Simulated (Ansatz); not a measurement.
# 3-layer 1T-PtSe2 (AB) in a perpendicular field, part 3 of 3

Wanted: the out-of-plane response of the 3-layer 1T-PtSe2 (AB). A positive field points along +c.

Ansatz 0.2.0; plane-wave DFT, PBE-D3(BJ), Ansatz PAW.

So far. Step 10 (Single point, field 0.3 V/Å): The dipole is 0.307 e·Å, and the gap 0.532 eV.

## 11. Atoms held, field -0.3 V/Å

input.yaml reads:

```yaml
crystal:
  lattice:
    - [3.7087012892, 0.0, 0.0]
    - [-1.8543506446, 3.2118295315, 0.0]
    - [0.0, 0.0, 32.3618174249]
  atoms:
    - { symbol: Se, position: [0.6666666667, 0.3333333333, 0.2781055181] }
    - { symbol: Pt, position: [0.0, 0.0, 0.3191090036] }
    - { symbol: Se, position: [0.3333333333, 0.6666666667, 0.3598566836] }
    - { symbol: Se, position: [0.0, 0.0, 0.4498877307] }
    - { symbol: Pt, position: [0.3333333333, 0.6666666667, 0.4906481986] }
    - { symbol: Se, position: [0.6666666667, 0.3333333333, 0.5315562805] }
    - { symbol: Se, position: [0.6666666667, 0.3333333333, 0.6401640338] }
    - { symbol: Pt, position: [0.0, 0.0, 0.6809720486] }
    - { symbol: Se, position: [0.3333333333, 0.6666666667, 0.7218944819] }
kpoints:
  mp_grid: { grid: [12, 12, 1] }
  band_path:
    path: [[0, 0, 0], [0.5, 0, 0], [0.33333333, 0.33333333, 0], [0, 0, 0]]
    npoints: 16
hamiltonian:
  xc: pbe
  dispersion: d3bj
scf:
  occupations: { method: fermi_dirac, width: 0.02585 }
  convergence: { dr2_threshold: 1.0e-10 }
efield:
  axis: 3
  dipole_correction: true
  ramp_position: 0.9638
  ramp_width: 0.0724
  amplitude: -0.3
output:
  write_potential: true
  write_density: true
  volumetric_format: npy
```

Run with:

```console
> ansatz run input.yaml --threads 4 --pin off --max-ram 8192MiB --backend cpu --events-out ev --progress --plain --runs-dir out
```

Numbers of over 12 decimals in the logs are rounded to 6 here.

Log:

```text
[...]
Crystal: 9 atoms, lattice volume = 385.485 Å³
Basis set: ecut = 420 eV, 7621 PW (Γ)
Bands: 90, of which v1, the nominal top of the filled ones, is band 75 counted from 1 (74 counted from 0)
Symmetry: 6 space group operations
[...]
k-points: 19 of 144 (time reversal used)
[...]
k-point 0: bands = [... 71 lower, 2.7681, 2.9715, 2.9715, 3.1837, 5.5615, 5.5615, 5.7582, 5.7582, ... 11 higher]
  k-point 1: bands = [... 71 lower, 2.8304, 2.9521, 2.9791, 3.4045, 5.0560, 5.2636, 5.4467, 5.4670, ... 11 higher]
  k-point 2: bands = [... 71 lower, 2.7399, 2.9152, 3.0343, 3.3625, 4.2282, 4.5232, 4.8062, 5.2377, ... 11 higher]
  k-point 18: bands = [... 71 lower, 1.8939, 1.9320, 2.0147, 2.0266, 4.1752, 4.3823, 4.5053, 4.5590, ... 11 higher]
[key lines of the parts left out:]
SCF converged after 17 iterations
Free energy (F): -70390.352015 eV
Fermi energy:    3.682206 eV
Dipole field:    D = -0.143830 V/Å  (p = -0.306404 e·Å, saw-weighted, corrected)
```

Elapsed: 61 s, on 4 threads of Arm Neoverse V1, shared host; peak memory 1.5 GiB; 4 min of CPU time.

The dipole is -0.306 e·Å, and the gap 0.429 eV.

## 12. Single point, field 0.4 V/Å

Edit input.yaml of step 11 so:

```diff
@@ -29,5 +29,5 @@
   dipole_correction: true
-  ramp_position: 0.9638
-  ramp_width: 0.0724
-  amplitude: -0.3
+  ramp_position: 0.9351
+  ramp_width: 0.1298
+  amplitude: 0.4
 output:
```

Log:

```text
[...]
Crystal: 9 atoms, lattice volume = 385.485 Å³
Basis set: ecut = 420 eV, 7621 PW (Γ)
Bands: 90, of which v1, the nominal top of the filled ones, is band 75 counted from 1 (74 counted from 0)
Symmetry: 6 space group operations
[...]
k-points: 19 of 144 (time reversal used)
[...]
k-point 0: bands = [... 71 lower, 2.7232, 3.0256, 3.0256, 3.0774, 5.4964, 5.4964, 5.6900, 5.6900, ... 11 higher]
  k-point 1: bands = [... 71 lower, 2.8456, 3.0299, 3.0348, 3.2652, 4.9943, 5.2125, 5.3710, 5.5129, ... 11 higher]
  k-point 2: bands = [... 71 lower, 2.8289, 2.9597, 3.0477, 3.2796, 4.2241, 4.5153, 4.7542, 5.1457, ... 11 higher]
  k-point 18: bands = [... 71 lower, 1.6526, 1.7835, 2.0640, 2.1623, 4.0280, 4.3222, 4.4787, 4.6650, ... 11 higher]
[key lines of the parts left out:]
SCF converged after 18 iterations
Free energy (F): -70390.388037 eV
Fermi energy:    3.576317 eV
Dipole field:    D = 0.192331 V/Å  (p = 0.409727 e·Å, saw-weighted, corrected)
```

Run time: 62 s. Hardware: 4 threads; peak memory 1.5 GiB; 4.1 min of CPU time.

The dipole is 0.410 e·Å, and the gap 0.500 eV.

## 13. Atoms held, field -0.4 V/Å

Edit input.yaml of step 12 so:

```diff
@@ -31,3 +31,3 @@
   ramp_width: 0.1298
-  amplitude: 0.4
+  amplitude: -0.4
 output:
```

Log:

```text
[...]
Crystal: 9 atoms, lattice volume = 385.485 Å³
Basis set: ecut = 420 eV, 7621 PW (Γ)
Bands: 90, of which v1, the nominal top of the filled ones, is band 75 counted from 1 (74 counted from 0)
Symmetry: 6 space group operations
[...]
k-points: 19 of 144 (time reversal used)
[...]
k-point 0: bands = [... 71 lower, 2.7789, 3.0173, 3.0173, 3.2066, 5.5062, 5.5062, 5.7665, 5.7665, ... 11 higher]
  k-point 1: bands = [... 71 lower, 2.8718, 2.9484, 3.0243, 3.4320, 5.0016, 5.2728, 5.3918, 5.5109, ... 11 higher]
  k-point 2: bands = [... 71 lower, 2.7957, 2.9596, 3.0190, 3.3891, 4.1764, 4.5382, 4.8425, 5.1837, ... 11 higher]
  k-point 18: bands = [... 71 lower, 1.9057, 1.9390, 2.0599, 2.0619, 4.1615, 4.3226, 4.4882, 4.5661, ... 11 higher]
[key lines of the parts left out:]
SCF converged after 18 iterations
Free energy (F): -70390.387784 eV
Fermi energy:    3.681698 eV
Dipole field:    D = -0.192008 V/Å  (p = -0.409038 e·Å, saw-weighted, corrected)
```

The job ended after 61 s (4 threads; peak memory 1.5 GiB; 4 min of CPU time).

The dipole is -0.409 e·Å, and the gap 0.373 eV.

## 14. Response, atoms held

This step: plane-wave DFT, PBE-D3(BJ), Ansatz PAW; response to a field along the normal, atoms held (Ansatz 0.2.0).

The dipoles give the slope, and the difference of two potentials shows where the field is screened.

Numbers from this step:

```yaml
equivalent_conductor_thickness_p_eps_0ae: 15.52 Å
distance_between_the_outer_atoms: 14.36 Å
```

Dipole of the cell against applied field:

| applied field (V/Å) | dipole of the cell (e·Å) |
| --- | --- |
| -0.400 | -0.409 |
| -0.300 | -0.306 |
| -0.200 | -0.204 |
| -0.100 | -0.102 |
| -0.050 | -0.0508 |
| 0.000 | 3.0e-4 |
| 0.050 | 0.0514 |
| 0.100 | 0.102 |
| 0.200 | 0.205 |
| 0.300 | 0.307 |
| 0.400 | 0.410 |

Local field over the applied field, running mean. From the potentials at -0.05 and 0.05 V/Å; running mean over 2.8 Å. Table of local field over applied field by z:

z (Å), local field over applied field and a bar:
```
        5      0.993 ##############################
        6      0.950 #############################
        7      0.769 #######################
        8      0.456 ##############
        9      0.159 #####
       10      0.021 #
       11      0.027 #
       12      0.101 ###
       13      0.148 ####
       14      0.115 ###
       15      0.037 #
       16      0.005 
       17      0.059 ##
       18      0.184 #####
       19      0.241 #######
       20      0.177 #####
       21      0.054 ##
       22      0.011 
       23      0.087 ###
       24      0.339 ##########
       25      0.664 ####################
       26      0.907 ###########################
       27      0.985 ##############################
       28      0.998 ##############################
```

Electrons, planar mean, per unit field. Table of induced electron density by z:

z (Å), induced electron density (e/Å³ per V/Å) and a bar from the least value:
```
      4.5    0.00001 ###############
      5.0    0.00003 ###############
      5.5    0.00008 ###############
      6.0    0.00021 ################
      6.5    0.00053 #################
      7.0    0.00124 #####################
      7.5    0.00251 ##########################
      8.0    0.00331 ##############################
      8.5    0.00180 #######################
      9.0    0.00105 ####################
      9.5    0.00041 #################
     10.0   -0.00018 ##############
     10.5   -0.00003 ###############
     11.0    0.00006 ###############
     11.5   -0.00057 ############
     12.0   -0.00080 ###########
     12.5   -0.00097 ###########
     13.0   -0.00025 ##############
     13.5    0.00084 ###################
     14.0    0.00087 ###################
     14.5    0.00075 ##################
     15.0    0.00021 ################
     15.5   -0.00003 ###############
     16.0   -0.00007 ###############
     16.5    0.00002 ###############
     17.0   -0.00041 #############
     17.5   -0.00075 ############
     18.0   -0.00163 ########
     18.5   -0.00127 #########
     19.0    0.00012 ###############
     19.5    0.00144 ######################
     20.0    0.00147 ######################
     20.5    0.00068 ##################
     21.0    0.00039 #################
     21.5   -0.00012 ##############
     22.0    0.00006 ###############
     22.5    0.00015 ################
     23.0   -0.00062 ############
     23.5   -0.00120 #########
     24.0   -0.00230 ####
     24.5   -0.00329 
     25.0   -0.00212 #####
     25.5   -0.00099 ##########
     26.0   -0.00041 #############
     26.5   -0.00016 ##############
     27.0   -0.00006 ###############
     27.5   -0.00002 ###############
     28.0   -0.00001 ###############
```

The smaller of the gaps on the path and on the k-mesh, counted as 0 under 0.03 eV. Gap against applied field:

```
applied field (V/Å)  gap (eV)
             -0.400     0.373
             -0.300     0.429
             -0.200     0.477
             -0.100     0.513
             -0.050     0.527
              0.000     0.537
              0.050     0.545
              0.100     0.549
              0.200     0.548
              0.300     0.532
              0.400     0.500
```

By hand: between -0.05 and 0.05 V/Å the dipole changes by 0.1021 e·Å, a slope of 1.021 e·Å²/V. A perfect conductor of thickness t has p = ε₀AEt, so t = 180.95 × 1.021 / 11.912 = 15.51 Å (e/ε₀ = 180.95 V·Å, A in Å²).

The induced dipole is that of a conductor 15.52 Å thick.

## 15. What came out

| Quantity | Value |
| --- | --- |
| gap without field | 0.538 eV |
| ionisation energy, upper face | 5.09 eV |
| electron affinity, upper face | 4.55 eV |
| equivalent conductor thickness, atoms held | 15.5 Å |

What this shows: The induced dipole equals that of a perfect conductor 15.52 Å thick, while the outer atoms lie 14.36 Å apart; an out-of-plane ε follows only once a thickness t is chosen, by 1 − 1/ε = 15.52 Å / t. The gap goes from 0.54 eV to 0.37 eV at -0.4 V/Å. Semilocal functionals give gaps that are too small, and excitons are not included. Spin-orbit coupling is left out, which matters for the bands of elements this heavy.

[Logs are printed without paths, hosts, clocks, repeated set-up lines and the standing remarks that a program may print on its own settings, such as how far it seeks lower states.]

[Hosts, paths, dates, database ids (printed as entryN), source tags and the programs' standing remarks are cut or masked in the printed files.]

[Maps of the electrostatic potential energy from Ansatz leave out the sawtooth potential of an applied field or a dipole correction, so their vacuum need not be flat; planar profiles and work functions include it.]
